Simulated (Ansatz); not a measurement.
# Work function of Pt(110): what the settings cost and change

How thick a slab and how much vacuum does the work function of Pt(110) need?

Method: plane-wave DFT, PBE, Ansatz PAW, in Ansatz 0.2.0.

## 1. The structure

The cell holds 1 atom: 1 Pt. Its edges and angles: a = 3.920 Å, b = 2.772 Å, c = 18.000 Å, α = 90.0°, β = 90.0°, γ = 90.0°. Vacuum lies along c.

## 2. Run, setting 1 layer

A work function rests on the faint tail of the density, so the SCF threshold is tight. The slab grows from one layer, at fixed mesh and 18 Å of vacuum; then the vacuum is varied on one slab.

Contents of input.yaml:

```yaml
crystal:
  lattice:
    - [3.92, 0.0, 0.0]
    - [0.0, 2.7718585823, 0.0]
    - [0.0, 0.0, 18.0]
  atoms:
    - { symbol: Pt, position: [0.5, 0.5, 0.5] }
kpoints:
  mp_grid: { grid: [11, 15, 1] }
hamiltonian:
  xc: pbe
scf:
  occupations: { method: fermi_dirac, width: 0.1 }
  convergence: { dr2_threshold: 1.0e-09 }
efield:
  axis: 3
  dipole_correction: true
  ramp_position: 0.97
  ramp_width: 0.06
output:
  write_potential: true
  write_density: true
  volumetric_format: npy
  elf: true
```

Launch:

```bash
$ ansatz run input.yaml --threads 2 --pin off --max-ram 3072MiB --backend cpu --events-out ev --progress --plain --runs-dir out
```

Numbers of over 12 decimals in the logs are rounded to 6 here.

Output:

```text
Engine: ansatz 0.2.0, aarch64-unknown-linux-gnu
Pseudopotentials: kind: paw
Pseudopotential: Pt, paw, valence charge 18, recommended cutoff 420 eV (normal), Pt.paw.azcp
Functional definition: PBE
  parameter kappa = 0.804
  parameter beta = 0.066725
  exchange = pbe_x(kappa = kappa, mu = beta*pi^2/3)
  correlation = pbe_c(beta = beta)
Crystal: 1 atoms, lattice volume = 195.582 Å³
Basis set: ecut = 420 eV, 3817 PW (Γ)
Bands: 13, of which v1, the nominal top of the filled ones, is band 9 counted from 1 (8 counted from 0)
Symmetry: 4 space group operations
k-points: 48 of 165
Non-local potential: Pt, projectors of the file, l = 0: 3, l = 1: 2, l = 2: 2, l = 3: 1
PAW form: soft (Blöchl's): semilocal exchange-correlation on the pseudo side does not see the compensation charge
PAW one-centre angular grid: Pt, 590 points (default); XC on 64 Gauss nodes
Initial density: superposition of atomic densities (neutral atoms: chi_scale 0, normalization atom), corrected by the library's trained network
Initial wavefunctions: pseudopotential atomic-orbital guess
Functional: x = pbe(κ = 0.804, μ = 0.219515), c = pbe(β = 0.066725)
SCF iter   1: F=—  HF=-12519.914686 eV  |F-HF|=—  |Δ(HF+E_count)|=         —  Δρ=3.19e-3  dr2=6.29e-3  ethr=1.77e-3  p=-0.000 e·Å  D=-8.02e-17 V/Å  ΔV_dip=0.00 eV  dr2_dipole=2.80e-13  V_vac-E_F(+/−)=6.15/6.15 eV  ⟨swp⟩=5.0  Hψ=3376  notcnv=0
efield: sawtooth ramp at fractional position 0.9700 (set: `efield.ramp_position`, or a place that a band, a saddle search or an elastic batch's reference lends), width 0.0600; the density the first Hamiltonian is built on has a dipole p = -0.000 e·Å; the dipole correction subtracts the counter field D = -8.02e-17 V/Å, which shifts the + side's vacuum level by +0.00 eV against the − side's; the planar-averaged density in the ramp window peaks in size at 2.3e-6 e/Å³
preconditioner: auto → LDOS  [metal: Δε(μ)=0.022 eV  Ē_g=6.395 eV  σ=0.100 eV  W_gap=0.05  n_scr=20 (ndim 8)  ℏωp=8.4 eV  f_vac=0.772  D(μ)=3.62/eV (n_scr^D=20)  β→1.0]
SCF iter   2: F=—  HF=-12519.915355 eV  |F-HF|=—  |Δ(HF+E_count)|=   6.69e-4  Δρ=1.98e-3  dr2=3.97e-3  ethr=3.49e-5  p=-0.000 e·Å  D=-2.33e-7 V/Å  ΔV_dip=0.00 eV  dr2_dipole=2.24e-12  V_vac-E_F(+/−)=6.24/6.24 eV  ⟨swp⟩=2.6  Hψ=1561  notcnv=0
SCF iter   3: F=—  HF=-12519.914855 eV  |F-HF|=—  |Δ(HF+E_count)|=   5.00e-4  Δρ=1.10e-3  dr2=1.50e-3  ethr=2.21e-5  p=-0.000 e·Å  D=-1.21e-7 V/Å  ΔV_dip=0.00 eV  dr2_dipole=8.14e-14  V_vac-E_F(+/−)=6.23/6.23 eV  ⟨swp⟩=2.7  Hψ=1055  notcnv=0
SCF iter   4: F=—  HF=-12519.914619 eV  |F-HF|=—  |Δ(HF+E_count)|=   2.36e-4  Δρ=2.93e-4  dr2=9.58e-5  ethr=8.34e-6  p=-0.000 e·Å  D=-1.69e-7 V/Å  ΔV_dip=0.00 eV  dr2_dipole=7.51e-14  V_vac-E_F(+/−)=6.23/6.23 eV  ⟨swp⟩=1.0  Hψ=624  notcnv=0
SCF iter   5: F=—  HF=-12519.914611 eV  |F-HF|=—  |Δ(HF+E_count)|=   8.21e-6  Δρ=6.49e-5  dr2=7.51e-6  ethr=5.32e-7  p=-0.000 e·Å  D=-1.45e-7 V/Å  ΔV_dip=0.00 eV  dr2_dipole=8.35e-14  V_vac-E_F(+/−)=6.23/6.23 eV  ⟨swp⟩=1.1  Hψ=654  notcnv=0
SCF iter   6: F=—  HF=-12519.914611 eV  |F-HF|=—  |Δ(HF+E_count)|=   3.66e-7  Δρ=9.16e-6  dr2=1.93e-7  ethr=4.17e-8  p=-0.000 e·Å  D=-3.14e-8 V/Å  ΔV_dip=0.00 eV  dr2_dipole=3.30e-15  V_vac-E_F(+/−)=6.23/6.23 eV  ⟨swp⟩=2.1  Hψ=827  notcnv=0
SCF iter   7: F=—  HF=-12519.914579 eV  |F-HF|=—  |Δ(HF+E_count)|=   3.14e-5  Δρ=2.59e-6  dr2=1.04e-8  ethr=1.07e-9  p=-0.000 e·Å  D=-8.53e-9 V/Å  ΔV_dip=0.00 eV  dr2_dipole=4.04e-16  V_vac-E_F(+/−)=6.23/6.23 eV  ⟨swp⟩=2.2  Hψ=881  notcnv=0
SCF iter   8: F=-12519.914579 eV  HF=-12519.914579 eV  |F-HF|=2.00e-11  |Δ(HF+E_count)|=   5.24e-9  Δρ=7.73e-7  dr2=7.56e-10  ethr=5.56e-12  p=0.000 e·Å  D=3.72e-10 V/Å  ΔV_dip=-0.00 eV  dr2_dipole=1.77e-18  V_vac-E_F(+/−)=6.23/6.23 eV  ⟨swp⟩=2.6  Hψ=2498  notcnv=0
SCF 1 converged in 8 iterations: F = -12519.914579 eV  dr2 = 7.56e-10
  greatest PAW one-centre occupation: 1.000 electrons in one spin orbital (limit 2), on the Pt atom at site 0 (counted from 0), in its partial waves of l = 0
WARN: The output density's exchange-correlation potential varies sharply where the density is thin. Do not read a vacuum level from v_tot or v_xc, or from such a field of the output density. On a cell that repeats whose density bears no net charge and no dipole along the vacuum's axis use v_es (v_loc + v_h of the components); under efield.dipole_correction with no amplitude use v_es + v_field, which holds any externa [...]
SCF converged after 8 iterations
Free energy (F): -12519.914579 eV
Harris-Foulkes:  -12519.914579 eV  (|F-HF|=2.00e-11)
Internal energy: -12519.790797 eV  (E = F + TS)
E sigma→0 (E₀):  -12519.852688 eV
Entropy (-TS):   -0.123783 eV (-123.783 meV/atom)
Fermi energy:    -3.983287 eV
Dipole field:    D = 0.000000 V/Å  (p = 0.000000 e·Å, saw-weighted, corrected)
Work function:   Φ+ = 6.2302 eV   Φ− = 6.2302 eV
Levels:          The Fermi level and band energies are counted from a zero that moves with the ramp; work functions are not
--- Per-component energies (eV) ---
  E_band       = -581.096301
  E_kinetic    = 633.180727
  E_local      = -9140.874271  (includes V_loc(G=0)·N_el)
  E_nonlocal   = 202.979446
  E_hartree    = 4154.676719
  E_xc         = -256.695724
  E_vxc        = -295.638428  (∫ρ·V_xc dr)
  E_paw        = -9454.999866  (= ΣΔE_a)
  E_vpaw       = -290.096425  (= ΣTr[D̂ρ^β])
  E_aug_tail   = 0.000198  (compensation charges beyond the density's cutoff)
  E_efield     = 0.000000  (sawtooth field / dipole correction)
  E_vefield    = 0.000000  (∫n·V_field dr)
  E_ewald      = 1341.941974
  E_smearing   = -0.123783  (= −TS)
  E_closure    = 0.000000  (closes the sum)
  Σ components = -12519.914579   (vs F -12519.914579, Δ=0.00e0)
--- Band table (eV; the first three rows and the last of 48) ---
  k-point 0: bands = [... 5 lower, -5.7365, -4.7753, -4.5923, -3.7765, -3.7440, -0.6621, 1.9818, 2.6690]
  k-point 1: bands = [... 5 lower, -5.6954, -4.7496, -4.5766, -3.9016, -3.8991, -0.4932, 2.0664, 2.7641]
  k-point 2: bands = [... 5 lower, -5.5774, -4.6742, -4.5318, -4.2869, -4.2218, -0.0562, 2.3205, 3.0457]
  k-point 47: bands = [... 5 lower, -5.9513, -4.4203, -4.1973, -3.6743, 0.2945, 2.5574, 3.2367, 5.5038]
```

Elapsed: 30 s, on 2 threads of Arm Neoverse N1, shared host; peak memory 0.49 GiB.

This step gave:

| Property | Result |
| --- | --- |
| energy at zero smearing | -12519.8527 eV |
| work function, upper face | 6.230 eV |

Running mean over 1.386 Å of the planar mean; the ramp of the sawtooth is left out. Table of electron's electrostatic potential energy less the Fermi level by z:

| z (Å) | electron's electrostatic potential energy less the Fermi level (eV) |
| --- | --- |
| 2.88 | 6.23 |
| 3.17 | 6.23 |
| 3.60 | 6.23 |
| 3.89 | 6.23 |
| 4.18 | 6.23 |
| 4.46 | 6.23 |
| 4.90 | 6.23 |
| 5.18 | 6.23 |
| 5.47 | 6.23 |
| 5.90 | 6.22 |
| 6.19 | 6.20 |
| 6.48 | 6.16 |
| 6.91 | 6.00 |
| 7.20 | 5.71 |
| 7.49 | 5.00 |
| 7.78 | 3.33 |
| 8.21 | -1.30 |
| 8.50 | -4.81 |
| 8.78 | -7.42 |
| 9.22 | -7.42 |
| 9.50 | -4.81 |
| 9.79 | -1.30 |
| 10.22 | 3.33 |
| 10.51 | 5.00 |
| 10.80 | 5.71 |
| 11.09 | 6.00 |
| 11.52 | 6.16 |
| 11.81 | 6.20 |
| 12.10 | 6.22 |
| 12.53 | 6.23 |
| 12.82 | 6.23 |
| 13.10 | 6.23 |
| 13.54 | 6.23 |
| 13.82 | 6.23 |
| 14.11 | 6.23 |
| 14.40 | 6.23 |
| 14.83 | 6.23 |
| 15.12 | 6.23 |

ELF in the ca plane at fractional y = 0.500, with atoms of Pt within 0.2 Å of it. It is the smooth field of the valence electrons, not physical close to the nuclei.

Values, 5 rows by 16 columns, each cell a mean:
```
0.00 0.00 0.00 0.00 0.00 0.00 0.06 0.18 0.19 0.08 0.01 0.00 0.00 0.00 0.00 0.00
0.00 0.00 0.00 0.00 0.00 0.02 0.17 0.43 0.47 0.21 0.03 0.00 0.00 0.00 0.00 0.00
0.00 0.00 0.00 0.00 0.00 0.03 0.20 0.55 0.60 0.25 0.04 0.00 0.00 0.00 0.00 0.00
0.00 0.00 0.00 0.00 0.00 0.02 0.15 0.36 0.39 0.18 0.03 0.00 0.00 0.00 0.00 0.00
0.00 0.00 0.00 0.00 0.00 0.00 0.04 0.14 0.15 0.05 0.00 0.00 0.00 0.00 0.00 0.00
```
Columns run along c (18.0 Å), rows up along a (3.9 Å). Atoms in or near the plane, at fractional coordinates: Pt at (0.50, 0.50).

Electrostatic potential energy in the ca plane at fractional y = 0.500, with atoms of Pt within 0.2 Å of it. With pseudopotentials it is smooth inside the atoms' cores, unlike the true potential.

Ten even steps from '0' (-33 eV) to '9' (2 eV), each cell a mean:
```
99999999999999999999999999999999999999999999
99999999999999999999887899999999999999999999
99999999999999999998511379999999999999999999
99999999999999999997100048999999999999999999
99999999999999999997000038999999999999999999
99999999999999999998300069999999999999999999
99999999999999999999754689999999999999999999
99999999999999999999998999999999999999999999
99999999999999999999999999999999999999999999
```
Columns run along c (18.0 Å; values clipped at the 3rd and 97th percentile), rows up along a (3.9 Å). Atoms in or near the plane, at fractional coordinates: Pt at (0.50, 0.50).

Valence density in the ca plane at fractional y = 0.500, with atoms of Pt within 0.2 Å of it. It is the smooth field of the valence electrons, not physical close to the nuclei.

Ten steps, logarithmic in the rise over the least value, from '0' (0 e/Å³) to '9' (11 e/Å³), each cell a mean:
```
00000000000000000000011000000000000000000000
00000000000000000001123210000000000000000000
00000000000000000002467531000000000000000000
00000000000000000013699852000000000000000000
00000000000000000013799852000000000000000000
00000000000000000012588741000000000000000000
00000000000000000001345421000000000000000000
00000000000000000000112100000000000000000000
00000000000000000000000000000000000000000000
```
Columns run along c (18.0 Å), rows up along a (3.9 Å). Atoms in or near the plane, at fractional coordinates: Pt at (0.50, 0.50).

The work function is 6.230 eV.

## 3. Slab, 2 atoms

System of this step: Pt(110). The cell holds 2 atoms: 2 Pt. Its edges and angles: a = 3.920 Å, b = 2.772 Å, c = 19.386 Å, α = 90.0°, β = 90.0°, γ = 90.0°. Vacuum lies along c.

input.yaml, the sections that differ from step 2:

```yaml
crystal:
  lattice:
    - [3.92, 0.0, 0.0]
    - [0.0, 2.7718585823, 0.0]
    - [0.0, 0.0, 19.3859292911]
  atoms:
    - { symbol: Pt, position: [0.5, 0.5, 0.4642542467] }
    - { symbol: Pt, position: [0.0, 0.0, 0.5357457533] }
output:
  write_potential: true
  write_density: true
  volumetric_format: npy
# kpoints, hamiltonian, scf, efield: as in step 2
```

Output:

```text
[...]
Crystal: 2 atoms, lattice volume = 210.641 Å³
Basis set: ecut = 420 eV, 4097 PW (Γ)
Bands: 22, of which v1, the nominal top of the filled ones, is band 18 counted from 1 (17 counted from 0)
Symmetry: 4 space group operations
k-points: 48 of 165
[...]
k-point 0: bands = [... 14 lower, -2.2623, -2.2250, -2.0738, -1.4535, -1.1730, -0.9096, 2.8518, 4.0926]
  k-point 1: bands = [... 14 lower, -2.3941, -2.2045, -2.0760, -1.4132, -1.0258, -0.9567, 2.9546, 4.1786]
  k-point 2: bands = [... 14 lower, -2.6815, -2.4725, -1.7781, -1.3625, -1.2813, -0.5008, 3.2480, 4.4351]
  k-point 47: bands = [... 14 lower, -2.4647, -2.4154, -1.0780, -1.0227, 1.6967, 2.1976, 4.6539, 5.0883]
[key lines of the parts left out:]
SCF converged after 8 iterations
Free energy (F): -25043.561178 eV
Fermi energy:    -1.234685 eV
Dipole field:    D = -0.000007 V/Å  (p = -0.000008 e·Å, saw-weighted, corrected)
Work function:   Φ+ = 5.2854 eV   Φ− = 5.2853 eV
```

Run time: 53 s. Hardware: 2 threads; peak memory 0.52 GiB.

The work function is 5.285 eV, -0.945 eV from the run “1 layer”, at 1.6 times its CPU time.

## 4. Slab, 3 atoms

System of this step: Pt(110). The cell holds 3 atoms: 3 Pt. Cell: a = 3.920 Å, b = 2.772 Å, c = 20.772 Å, α = 90.0°, β = 90.0°, γ = 90.0°. Vacuum lies along c.

input.yaml, the sections that differ from step 3:

```yaml
crystal:
  lattice:
    - [3.92, 0.0, 0.0]
    - [0.0, 2.7718585823, 0.0]
    - [0.0, 0.0, 20.7718585823]
  atoms:
    - { symbol: Pt, position: [0.0, 0.0, 0.4332785131] }
    - { symbol: Pt, position: [0.5, 0.5, 0.5] }
    - { symbol: Pt, position: [0.0, 0.0, 0.5667214869] }
# kpoints, hamiltonian, scf, efield, output: as in step 3
```

Output:

```text
[...]
Crystal: 3 atoms, lattice volume = 225.700 Å³
Basis set: ecut = 420 eV, 4401 PW (Γ)
Bands: 33, of which v1, the nominal top of the filled ones, is band 27 counted from 1 (26 counted from 0)
Symmetry: 4 space group operations
k-points: 48 of 165
[...]
k-point 1: bands = [... 23 lower, -0.7994, -0.5992, -0.2380, -0.0618, 0.1663, 0.5312, 2.3803, 5.3254, ... 2 higher]
  k-point 2: bands = [... 23 lower, -1.0248, -0.4085, -0.3404, 0.1557, 0.2122, 0.2457, 2.7227, 5.5934, ... 2 higher]
  k-point 47: bands = [... 23 lower, -0.4300, 0.3705, 0.4449, 0.4812, 2.2374, 3.0049, 5.4563, 6.2968, ... 2 higher]
[key lines of the parts left out:]
SCF converged after 11 iterations
Free energy (F): -37566.486946 eV
Fermi energy:    0.278659 eV
Dipole field:    D = 0.000000 V/Å  (p = 0.000000 e·Å, saw-weighted, corrected)
Work function:   Φ+ = 5.4567 eV   Φ− = 5.4567 eV
```

Wall time 85 s (2 threads); peak memory 0.63 GiB.

The work function is 5.457 eV, +0.171 eV from the run “2 layers”, at 1.8 times its CPU time.

## 5. Run, 4 atoms

System of this step: Pt(110). The cell holds 4 atoms: 4 Pt. Its edges and angles: a = 3.920 Å, b = 2.772 Å, c = 22.158 Å, α = 90.0°, β = 90.0°, γ = 90.0°. Vacuum lies along c.

input.yaml, the sections that differ from step 4:

```yaml
crystal:
  lattice:
    - [3.92, 0.0, 0.0]
    - [0.0, 2.7718585823, 0.0]
    - [0.0, 0.0, 22.1577878734]
  atoms:
    - { symbol: Pt, position: [0.5, 0.5, 0.4061777309] }
    - { symbol: Pt, position: [0.0, 0.0, 0.4687259103] }
    - { symbol: Pt, position: [0.5, 0.5, 0.5312740897] }
    - { symbol: Pt, position: [0.0, 0.0, 0.5938222691] }
# kpoints, hamiltonian, scf, efield, output: as in step 4
```

Output:

```text
[...]
Crystal: 4 atoms, lattice volume = 240.760 Å³
Basis set: ecut = 420 eV, 4679 PW (Γ)
Bands: 44, of which v1, the nominal top of the filled ones, is band 36 counted from 1 (35 counted from 0)
Symmetry: 4 space group operations
k-points: 48 of 165
[...]
k-point 0: bands = [... 32 lower, 1.0316, 1.1570, 1.3761, 1.4881, 1.7397, 2.2358, 2.3211, 5.2546, ... 4 higher]
  k-point 1: bands = [... 32 lower, 0.7790, 1.0789, 1.3445, 1.6380, 1.7826, 2.0425, 2.4107, 5.3632, ... 4 higher]
  k-point 2: bands = [... 32 lower, 0.6435, 0.8445, 1.3982, 1.5189, 1.7301, 2.0459, 2.6700, 5.6680, ... 4 higher]
  k-point 47: bands = [... 32 lower, 1.7800, 1.9195, 1.9672, 1.9704, 3.3592, 3.8835, 6.6145, 7.0993, ... 4 higher]
[key lines of the parts left out:]
SCF converged after 11 iterations
Free energy (F): -50089.519887 eV
Fermi energy:    1.807627 eV
Dipole field:    D = 0.000000 V/Å  (p = 0.000000 e·Å, saw-weighted, corrected)
Work function:   Φ+ = 5.3382 eV   Φ− = 5.3382 eV
```

The job ended after 11 min (2 threads; peak memory 0.74 GiB).

The work function is 5.338 eV, -0.119 eV from the run “3 layers”, at 1.5 times its CPU time.

## 6. Slab, 5 atoms

System of this step: Pt(110). The cell holds 5 atoms: 5 Pt. Cell: a = 3.920 Å, b = 2.772 Å, c = 23.544 Å, α = 90.0°, β = 90.0°, γ = 90.0°. Vacuum lies along c.

input.yaml, the sections that differ from step 5:

```yaml
crystal:
  lattice:
    - [3.92, 0.0, 0.0]
    - [0.0, 2.7718585823, 0.0]
    - [0.0, 0.0, 23.5437171645]
  atoms:
    - { symbol: Pt, position: [0.0, 0.0, 0.3822675891] }
    - { symbol: Pt, position: [0.5, 0.5, 0.4411337946] }
    - { symbol: Pt, position: [0.0, 0.0, 0.5] }
    - { symbol: Pt, position: [0.5, 0.5, 0.5588662054] }
    - { symbol: Pt, position: [0.0, 0.0, 0.6177324109] }
# kpoints, hamiltonian, scf, efield, output: as in step 5
```

Output:

```text
[...]
Crystal: 5 atoms, lattice volume = 255.819 Å³
Basis set: ecut = 420 eV, 4967 PW (Γ)
Bands: 54, of which v1, the nominal top of the filled ones, is band 45 counted from 1 (44 counted from 0)
Symmetry: 4 space group operations
k-points: 48 of 165
[...]
k-point 0: bands = [... 41 lower, 2.1363, 2.3859, 2.8125, 2.9849, 3.0400, 3.0589, 3.5601, 4.9604, ... 5 higher]
  k-point 1: bands = [... 41 lower, 2.2321, 2.3092, 2.5767, 2.9428, 3.0645, 3.2811, 3.3369, 5.0506, ... 5 higher]
  k-point 2: bands = [... 41 lower, 2.2354, 2.2962, 2.3826, 2.7636, 3.0574, 3.2329, 3.4890, 5.3148, ... 5 higher]
  k-point 47: bands = [... 41 lower, 3.1305, 3.1690, 3.2927, 3.3415, 4.2554, 4.9013, 7.0859, 7.9418, ... 5 higher]
[key lines of the parts left out:]
SCF converged after 12 iterations
Free energy (F): -62612.542992 eV
Fermi energy:    3.125252 eV
Dipole field:    D = -0.000000 V/Å  (p = -0.000000 e·Å, saw-weighted, corrected)
Work function:   Φ+ = 5.2834 eV   Φ− = 5.2834 eV
```

Elapsed: 12 min, on 2 threads; peak memory 0.88 GiB.

The work function is 5.283 eV, -0.055 eV from the run “4 layers”, at 1.4 times its CPU time.

## 7. Run, 6 atoms

System of this step: Pt(110). The cell holds 6 atoms: 6 Pt. Its edges and angles: a = 3.920 Å, b = 2.772 Å, c = 24.930 Å, α = 90.0°, β = 90.0°, γ = 90.0°. Vacuum lies along c.

input.yaml, the sections that differ from step 6:

```yaml
crystal:
  lattice:
    - [3.92, 0.0, 0.0]
    - [0.0, 2.7718585823, 0.0]
    - [0.0, 0.0, 24.9296464556]
  atoms:
    - { symbol: Pt, position: [0.5, 0.5, 0.3610159501] }
    - { symbol: Pt, position: [0.0, 0.0, 0.41660957] }
    - { symbol: Pt, position: [0.5, 0.5, 0.47220319] }
    - { symbol: Pt, position: [0.0, 0.0, 0.52779681] }
    - { symbol: Pt, position: [0.5, 0.5, 0.58339043] }
    - { symbol: Pt, position: [0.0, 0.0, 0.6389840499] }
# kpoints, hamiltonian, scf, efield, output: as in step 6
```

Output:

```text
[...]
Crystal: 6 atoms, lattice volume = 270.878 Å³
Basis set: ecut = 420 eV, 5303 PW (Γ)
Bands: 65, of which v1, the nominal top of the filled ones, is band 54 counted from 1 (53 counted from 0)
Symmetry: 4 space group operations
k-points: 48 of 165
[...]
k-point 0: bands = [... 50 lower, 3.4557, 3.6389, 3.7716, 4.0136, 4.1397, 4.2960, 4.6477, 5.0335, ... 7 higher]
  k-point 1: bands = [... 50 lower, 3.5934, 3.6018, 3.7997, 3.8070, 4.0645, 4.4067, 4.4813, 5.0987, ... 7 higher]
  k-point 2: bands = [... 50 lower, 3.5706, 3.6228, 3.6446, 3.6538, 4.0836, 4.2243, 4.6344, 5.2915, ... 7 higher]
  k-point 47: bands = [... 50 lower, 4.2210, 4.2560, 4.4206, 4.4409, 5.1548, 5.7151, 7.6816, 8.1791, ... 7 higher]
[key lines of the parts left out:]
SCF converged after 12 iterations
Free energy (F): -75135.543980 eV
Fermi energy:    4.199687 eV
Dipole field:    D = 0.000001 V/Å  (p = 0.000001 e·Å, saw-weighted, corrected)
Work function:   Φ+ = 5.3666 eV   Φ− = 5.3666 eV
```

Elapsed: 3.3 min, on 2 threads; peak memory 1.1 GiB; 3.8 min of CPU time.

The work function is 5.367 eV, +0.083 eV from the run “5 layers”, at 1.4 times its CPU time.

[end of part 1 of 2]

[Logs are printed without paths, hosts, clocks, repeated set-up lines and the standing remarks that a program may print on its own settings, such as how far it seeks lower states.]

[Hosts, paths, dates, database ids (printed as entryN), source tags and the programs' standing remarks are cut or masked in the printed files.]

[Maps of the electrostatic potential energy from Ansatz leave out the sawtooth potential of an applied field or a dipole correction, so their vacuum need not be flat; planar profiles and work functions include it.]
